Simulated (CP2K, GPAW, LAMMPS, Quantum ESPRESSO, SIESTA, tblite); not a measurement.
# Glassy 29TiO2-71Al2O3 (mol %) (137 atoms): atom by atom

Geometry: the geometry as built. Computed with SIESTA 5.4.2: Kohn-Sham DFT, PBE, PseudoDojo 0.4.1 norm-conserving pseudopotentials (converted to PSML), numerical atomic orbitals (TZP), diagonalisation; shift 0.01 Ry; mesh 500 Ry; levels smeared at 580 K; Γ point; density 3.38 g/cm³.

Cell vectors (Å):

```
11.336 0.000 0.000
0.000 11.336 0.000
0.000 0.000 11.336
```

Positions (Å):

```
1 Ti 5.131 9.996 0.775
2 Ti 2.705 4.808 4.213
3 Ti 9.477 10.666 7.116
4 Ti 10.387 2.559 3.754
5 Ti 7.960 2.528 7.174
6 Ti 3.167 1.215 4.438
7 Ti 1.127 1.878 9.956
8 Ti 2.149 2.684 1.955
9 Ti 5.827 5.850 2.837
10 Al 0.326 5.033 9.981
11 Al 4.773 10.757 9.240
12 Al 8.066 2.978 1.081
13 Al 9.579 2.502 9.601
14 Al 7.675 8.138 8.044
15 Al 8.078 11.047 1.105
16 Al 1.702 5.470 6.913
17 Al 2.163 1.846 7.285
18 Al 8.905 11.008 4.195
19 Al 3.337 4.189 9.066
20 Al 7.413 8.805 2.727
21 Al 0.585 0.425 3.081
22 Al 10.790 11.027 11.128
23 Al 9.475 5.717 7.868
24 Al 5.126 7.837 9.263
25 Al 1.939 7.384 9.049
26 Al 0.376 5.709 2.026
27 Al 6.562 1.536 10.094
28 Al 10.913 7.471 11.263
29 Al 1.597 10.375 7.809
30 Al 3.907 6.371 11.210
31 Al 2.097 9.856 4.617
32 Al 4.814 3.880 0.459
33 Al 9.091 7.928 5.313
34 Al 5.078 1.287 7.153
35 Al 6.612 5.219 8.755
36 Al 7.441 2.600 3.728
37 Al 4.545 9.895 6.805
38 Al 4.578 8.828 4.025
39 Al 7.891 10.063 9.946
40 Al 2.108 9.899 10.786
41 Al 2.734 8.211 2.101
42 Al 6.093 11.331 4.538
43 Al 11.051 3.603 6.890
44 Al 8.969 5.218 10.970
45 Al 0.491 8.345 6.684
46 Al 7.273 7.237 0.039
47 Al 5.136 1.788 2.109
48 Al 0.289 9.352 1.877
49 Al 8.692 6.067 2.721
50 Al 7.677 5.019 5.461
51 Al 10.776 5.692 4.966
52 Al 4.958 4.308 6.640
53 Al 5.858 7.248 5.795
54 O 7.400 5.284 3.707
55 O 2.347 0.837 2.593
56 O 5.890 2.838 10.916
57 O 5.255 5.339 1.246
58 O 10.579 3.589 5.187
59 O 2.913 2.531 8.877
60 O 3.913 9.987 10.637
61 O 8.638 0.843 6.651
62 O 10.558 1.130 10.062
63 O 0.741 6.899 10.091
64 O 3.341 4.819 6.264
65 O 8.641 7.738 3.639
66 O 8.957 2.801 2.855
67 O 5.611 7.325 3.972
68 O 7.454 8.380 9.865
69 O 7.714 1.316 0.819
70 O 1.818 4.868 2.546
71 O 7.440 8.000 6.187
72 O 3.635 7.095 9.441
73 O 0.172 3.341 9.541
74 O 4.401 9.113 2.195
75 O 11.070 9.801 7.575
76 O 9.070 5.902 5.655
77 O 7.128 7.153 1.811
78 O 1.742 9.529 6.170
79 O 8.221 10.073 8.230
80 O 5.048 4.447 8.406
81 O 4.624 8.494 5.947
82 O 3.676 10.477 4.632
83 O 7.129 5.714 10.361
84 O 1.982 9.414 1.097
85 O 1.888 5.024 8.697
86 O 1.251 5.535 5.032
87 O 1.434 0.206 10.465
88 O 3.665 4.779 10.697
89 O 5.389 7.705 11.102
90 O 11.135 11.196 1.485
91 O 4.903 1.129 3.834
92 O 1.871 9.249 9.172
93 O 1.160 0.691 7.940
94 O 6.386 10.981 10.430
95 O 3.532 1.712 6.283
96 O 10.855 7.589 5.492
97 O 6.053 5.442 6.022
98 O 6.141 6.962 8.173
99 O 0.479 2.466 2.725
100 O 9.150 7.362 7.999
101 O 9.045 3.367 10.941
102 O 7.892 4.610 7.730
103 O 11.155 5.284 0.422
104 O 0.196 7.555 1.815
105 O 4.390 5.130 3.758
106 O 10.303 0.751 3.931
107 O 9.280 7.002 0.052
108 O 11.159 9.274 11.206
109 O 3.476 10.852 7.768
110 O 6.068 2.649 6.768
111 O 5.012 0.281 1.359
112 O 8.674 10.367 2.614
113 O 7.442 0.882 4.133
114 O 1.289 3.146 6.789
115 O 6.422 9.731 4.002
116 O 9.861 5.287 9.439
117 O 1.612 7.201 7.377
118 O 8.995 10.626 11.058
119 O 1.680 2.599 0.175
120 O 10.399 5.538 3.206
121 O 5.645 11.255 6.215
122 O 9.273 9.906 5.459
123 O 2.748 3.011 4.091
124 O 6.467 2.922 2.387
125 O 2.821 6.976 1.036
126 O 9.774 2.837 7.653
127 O 3.950 2.853 1.541
128 O 11.084 5.269 7.117
129 O 5.375 0.998 8.706
130 O 8.336 4.917 1.286
131 O 7.833 1.931 9.017
132 O 5.392 9.371 8.423
133 O 1.592 0.525 4.854
134 O 7.894 3.322 5.264
135 O 6.896 9.629 1.182
136 O 0.753 9.973 3.381
137 O 2.783 8.211 3.778
```

**Question.** What force acts on each atom, and what charge does it carry?

Columns: atom, q, fx, fy, fz (forces in eV/Å, q the Hirshfeld charge in e).

```
1 0.54 -0.831 -0.949 0.065
2 0.53 0.308 -1.230 -0.620
3 0.64 0.801 0.245 0.159
4 0.57 1.789 0.444 1.489
5 0.57 0.487 -0.564 -0.277
6 0.51 -1.442 -0.436 0.387
7 0.53 1.793 -0.582 -1.165
8 0.55 -0.878 -0.443 -0.451
9 0.57 -0.095 -0.085 1.238
10 0.42 -0.144 1.053 0.183
11 0.38 -0.703 0.880 1.404
12 0.41 0.245 2.437 0.927
13 0.38 1.413 -0.028 -2.233
14 0.35 -1.748 0.262 0.124
15 0.39 -0.456 -0.985 1.436
16 0.37 -0.097 -1.851 -0.673
17 0.32 1.270 0.548 1.143
18 0.42 -0.330 2.299 -1.285
19 0.39 1.388 -0.323 0.436
20 0.39 0.272 0.003 0.884
21 0.31 0.842 -0.154 -0.360
22 0.37 0.330 0.347 -0.859
23 0.35 -0.491 -0.106 -2.056
24 0.37 1.864 1.693 1.783
25 0.38 1.938 1.313 -0.194
26 0.40 0.197 1.197 -0.968
27 0.40 -1.242 -2.452 0.389
28 0.38 0.827 0.914 1.435
29 0.36 0.785 0.792 0.037
30 0.38 1.621 3.501 1.291
31 0.34 -1.520 0.074 -3.867
32 0.40 0.155 0.072 -1.941
33 0.37 -0.906 -0.287 1.301
34 0.35 -2.251 0.352 -3.748
35 0.42 -0.758 1.826 0.717
36 0.40 0.649 -0.135 1.905
37 0.39 0.612 1.702 -0.184
38 0.32 -0.532 1.295 -0.052
39 0.40 -2.233 -0.750 -0.343
40 0.40 -0.441 1.000 0.241
41 0.35 0.972 1.441 -1.070
42 0.37 -3.020 -0.870 0.161
43 0.33 0.249 -2.346 -0.839
44 0.31 0.205 0.011 0.705
45 0.44 -0.469 0.608 -0.690
46 0.37 -0.535 0.727 -2.059
47 0.39 1.150 -1.356 1.959
48 0.39 -0.230 0.492 -3.451
49 0.40 -0.427 0.353 -1.589
50 0.35 -1.368 -0.834 0.137
51 0.37 0.455 -0.273 1.222
52 0.45 -0.555 -2.004 0.251
53 0.43 0.709 0.050 0.694
54 -0.24 -0.248 -0.488 -0.051
55 -0.25 0.519 1.834 -1.385
56 -0.30 -0.437 1.388 1.113
57 -0.25 -0.551 0.756 -1.430
58 -0.25 -0.108 1.415 -0.213
59 -0.28 -0.922 -1.448 0.093
60 -0.24 0.084 0.910 -0.659
61 -0.27 -0.005 0.795 -0.515
62 -0.27 -0.114 -0.734 0.016
63 -0.25 -1.351 -1.318 0.474
64 -0.28 -0.321 0.584 0.209
65 -0.27 0.155 0.132 -1.033
66 -0.23 -2.096 0.730 -3.034
67 -0.25 0.100 0.415 0.252
68 -0.25 0.249 0.090 0.674
69 -0.29 -0.470 0.464 -0.835
70 -0.27 0.300 -0.933 -0.364
71 -0.27 0.094 0.313 -0.075
72 -0.25 -2.260 -1.131 0.414
73 -0.25 -2.005 0.351 -0.627
74 -0.24 0.511 -0.471 -0.214
75 -0.26 0.145 -0.661 0.112
76 -0.23 1.895 1.476 0.387
77 -0.24 0.408 0.355 0.996
78 -0.25 -1.224 -1.378 3.983
79 -0.22 -0.191 -0.682 -0.724
80 -0.25 -0.749 -0.099 0.345
81 -0.26 0.076 -2.836 -1.415
82 -0.25 2.715 0.022 0.139
83 -0.26 1.134 -1.106 0.002
84 -0.26 -0.345 0.772 0.799
85 -0.24 -0.912 1.938 0.183
86 -0.26 -1.244 1.168 1.679
87 -0.26 -0.018 -3.185 1.671
88 -0.24 0.327 -2.581 0.359
89 -0.26 -0.304 -0.960 -0.442
90 -0.28 0.055 0.251 1.141
91 -0.26 2.082 1.309 -1.515
92 -0.25 -0.336 -1.795 -0.681
93 -0.30 -1.851 0.016 0.726
94 -0.23 0.129 0.552 -0.600
95 -0.25 2.441 0.244 -0.291
96 -0.26 -0.538 -0.310 -0.835
97 -0.23 0.611 1.528 -0.968
98 -0.24 0.958 -1.349 -1.209
99 -0.24 -1.046 -0.409 -0.150
100 -0.33 1.858 0.609 -0.622
101 -0.26 -1.056 0.412 1.310
102 -0.24 0.631 -0.131 -0.950
103 -0.27 0.216 -0.474 -0.982
104 -0.25 -0.212 -0.396 -0.328
105 -0.29 1.448 0.219 -0.443
106 -0.24 -0.056 -0.574 1.220
107 -0.28 -2.908 0.418 0.443
108 -0.26 0.158 -0.746 -0.148
109 -0.24 -0.336 0.106 1.124
110 -0.26 -0.648 1.935 -0.439
111 -0.28 0.119 -0.033 -0.673
112 -0.27 0.199 -1.582 0.150
113 -0.24 3.041 0.200 0.026
114 -0.30 0.291 1.997 -0.999
115 -0.26 -0.436 -1.097 -0.689
116 -0.26 1.633 -0.816 1.615
117 -0.24 -0.193 -0.024 -1.022
118 -0.25 1.715 0.155 -0.063
119 -0.27 0.413 0.622 1.897
120 -0.23 -0.814 -0.050 0.434
121 -0.25 0.496 -0.928 0.792
122 -0.22 -0.134 -1.851 0.333
123 -0.26 0.065 -0.237 -0.631
124 -0.25 -0.748 0.784 -1.280
125 -0.34 0.316 -2.626 -1.484
126 -0.25 -1.580 -0.655 2.114
127 -0.24 -0.250 0.737 -0.021
128 -0.21 -0.106 2.241 -0.150
129 -0.27 0.620 -0.004 4.652
130 -0.28 -0.210 -0.838 1.348
131 -0.25 1.710 0.559 -0.725
132 -0.24 0.295 -0.598 -1.635
133 -0.26 -1.861 -0.815 0.367
134 -0.27 0.200 -1.162 0.755
135 -0.24 1.075 -0.184 -0.359
136 -0.26 0.424 -0.176 2.700
137 -0.28 -0.348 0.179 2.726
```

The quench rate of 300 K/ps is many orders above laboratory rates, so the cell is likely richer in defects and strain than a real sample. The network of bonds at the start is that of the classical potential that made the cell, and needn't be the one that DFT or experiment would give. Only the Γ point is sampled, in a cell whose shortest periodic width is 11 Å.

The r.m.s. force component is 1.16 eV/Å; the longest force, 4.69 eV/Å, acts on O129.

[Logs are printed without paths, hosts, clocks, repeated set-up lines and the standing remarks that a program may print on its own settings, such as how far it seeks lower states.]

[Hosts, paths, dates, database ids (printed as entryN), source tags and the programs' standing remarks are cut or masked in the printed files.]
